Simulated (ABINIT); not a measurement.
An input for ABINIT 10.8.3 (CdSe (F-43m)):

```
acell 3*1.0 Angstrom
rprim 
  -0.000000000000 3.070271198600 3.070271198600
  3.070271198600 -0.000000000000 3.070271198600
  3.070271198600 3.070271198600 -0.000000000000
ntypat 2
znucl 48 34
natom 2
typat 1 2
xred 
  0.000000000000 0.000000000000 0.000000000000
  0.750000000000 0.750000000000 0.750000000000
pp_dirpath "pseudos"
pseudos "Cd.upf, Se.upf"
ecut 48
ngkpt 4 4 4
nshiftk 1
shiftk 0 0 0
kptopt 1
chksymbreak 0
iscf -2
irdden 1
istwfk *1
nband 494
nbdbuf 44
tolwfr 1e-09
nstep 60
prtvol 0
indata_prefix "in"
outdata_prefix "out"
tmpdata_prefix "tmp"
```

```sh
OMP_NUM_THREADS=1 mpirun -n 4 abinit run.abi > log
```

Q: How long will it take on 4 MPI ranks of Arm Neoverse V1, shared host, and how much memory?

It took 12 min; on shared hardware allow 5.8 min to 23 min. Peak host memory was 0.72 GiB.

[Paths, hosts, dates, memory and timing lines, banners, echoed tables and standing remarks are left out of the program output.]

[Logs are printed without paths, hosts, clocks, repeated set-up lines and the standing remarks that a program may print on its own settings, such as how far it seeks lower states.]

[Runs of the session that timed out or met a known fault of the program may be left out.]

[Hosts, paths, dates, database ids (printed as entryN), source tags and the programs' standing remarks are cut or masked in the printed files.]

[G0W0 gaps are taken among the corrected bands and points alone; a level outside them can change the order at an edge.]

[Where Ansatz stands beside ABINIT at settings called matched, ABINIT's density can come from a denser mesh and the files from another edition; pairs whose starting gaps differed by over 0.03 eV were left out, so agreement reads better than it is.]
